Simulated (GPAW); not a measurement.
Consider SnPPd5 (P4/mmm).

```xyz
7
Lattice="3.9600 0.0000 0.0000 0.0000 3.9600 0.0000 0.0000 0.0000 6.9890" Properties=species:S:1:pos:R:3 pbc="T T T"
Sn    1.9800    1.9800    0.0000
Pd    0.0000    0.0000    0.0000
Pd    1.9800    0.0000    4.8973
Pd    1.9800    0.0000    2.0917
Pd    0.0000    1.9800    4.8973
Pd    0.0000    1.9800    2.0917
P     0.0000    0.0000    3.4945
```

Absorber: atom 1, with 4 Pd at 2.80 Å and 8 Pd at 2.88 Å (distorted cuboctahedral, site symmetry 4/mmm). Method: GPAW, LDA, excited-electron core hole (neutral cell), 14-atom cell with 5.6 Å between holes, 5×5×5 k points, dipole transitions, Gaussian full width 8.49 eV.

**Question.** What does the Sn K edge look like?

Main maxima up to 30 eV above the zero (height): 7.0 eV (1.31) and 29.6 eV (1.07). A K edge sees empty p states on the absorber. 

The Sn K spectrum (energy from the lowest empty level; intensity scaled to a mean of 1 over the first 20 eV; polarised curves are means over the symmetry-equivalent atoms):

| E (eV) | isotropic | ε ⊥ c | ε ∥ c |
| --- | --- | --- | --- |
| -2.00 | 0.39 | 0.38 | 0.39 |
| -1.25 | 0.48 | 0.48 | 0.49 |
| -0.50 | 0.59 | 0.58 | 0.60 |
| 0.25 | 0.69 | 0.68 | 0.71 |
| 1.00 | 0.80 | 0.79 | 0.83 |
| 1.75 | 0.91 | 0.88 | 0.95 |
| 2.50 | 1.00 | 0.97 | 1.06 |
| 3.25 | 1.09 | 1.05 | 1.17 |
| 4.00 | 1.17 | 1.12 | 1.25 |
| 4.75 | 1.23 | 1.18 | 1.32 |
| 5.50 | 1.27 | 1.23 | 1.36 |
| 6.25 | 1.30 | 1.26 | 1.38 |
| 7.00 | 1.31 | 1.28 | 1.37 |
| 7.75 | 1.30 | 1.28 | 1.33 |
| 8.50 | 1.27 | 1.26 | 1.28 |
| 9.25 | 1.23 | 1.24 | 1.21 |
| 10.00 | 1.18 | 1.20 | 1.14 |
| 10.75 | 1.12 | 1.15 | 1.06 |
| 11.50 | 1.06 | 1.10 | 1.00 |
| 12.25 | 1.01 | 1.04 | 0.94 |
| 13.00 | 0.95 | 0.98 | 0.89 |
| 13.75 | 0.90 | 0.93 | 0.84 |
| 14.50 | 0.85 | 0.88 | 0.81 |
| 15.25 | 0.81 | 0.83 | 0.77 |
| 16.00 | 0.78 | 0.79 | 0.75 |
| 16.75 | 0.75 | 0.76 | 0.72 |
| 17.50 | 0.73 | 0.73 | 0.71 |
| 18.25 | 0.71 | 0.72 | 0.70 |
| 19.00 | 0.70 | 0.70 | 0.69 |
| 19.75 | 0.70 | 0.70 | 0.70 |
| 20.50 | 0.71 | 0.70 | 0.72 |
| 21.25 | 0.73 | 0.72 | 0.76 |
| 22.00 | 0.76 | 0.74 | 0.80 |
| 22.75 | 0.79 | 0.76 | 0.85 |
| 23.50 | 0.83 | 0.80 | 0.91 |
| 24.25 | 0.88 | 0.83 | 0.96 |
| 25.00 | 0.92 | 0.87 | 1.01 |
| 25.75 | 0.96 | 0.92 | 1.05 |
| 26.50 | 1.00 | 0.96 | 1.08 |
| 27.25 | 1.03 | 0.99 | 1.09 |
| 28.00 | 1.05 | 1.03 | 1.09 |
| 28.75 | 1.06 | 1.05 | 1.07 |
| 29.50 | 1.07 | 1.07 | 1.05 |
| 30.25 | 1.06 | 1.09 | 1.01 |
| 31.00 | 1.05 | 1.09 | 0.98 |
| 31.75 | 1.04 | 1.09 | 0.95 |

The script folds with a Gaussian, whereas the core hole's own line is a Lorentzian, so the onset is too steep and the first peak too high. The holes are only 5.6 Å apart, so the shape is probably not converged with cell size; no larger cell was run here. Lifetime broadening is put in by hand, and intensities beyond about 20 eV depend on it and on the partial waves. The structure is a computed Materials Project entry and may be a hypothetical form.

[Banner, clock and machine lines of the logs are left out without a mark of their own.]

[Logs are printed without paths, hosts, clocks, repeated set-up lines and the standing remarks that a program may print on its own settings, such as how far it seeks lower states.]

[Hosts, paths, dates, database ids (printed as entryN), source tags and the programs' standing remarks are cut or masked in the printed files.]

[Lists of maxima count a maximum above −3 eV only where it reaches 4 % of the highest in the window and stands out from its surroundings by 2 % of it (1.5 % where it reaches 55 %); shoulders and weaker maxima are passed over, and of the rest the first, up to two pre-edge ones and the few strongest are named.]
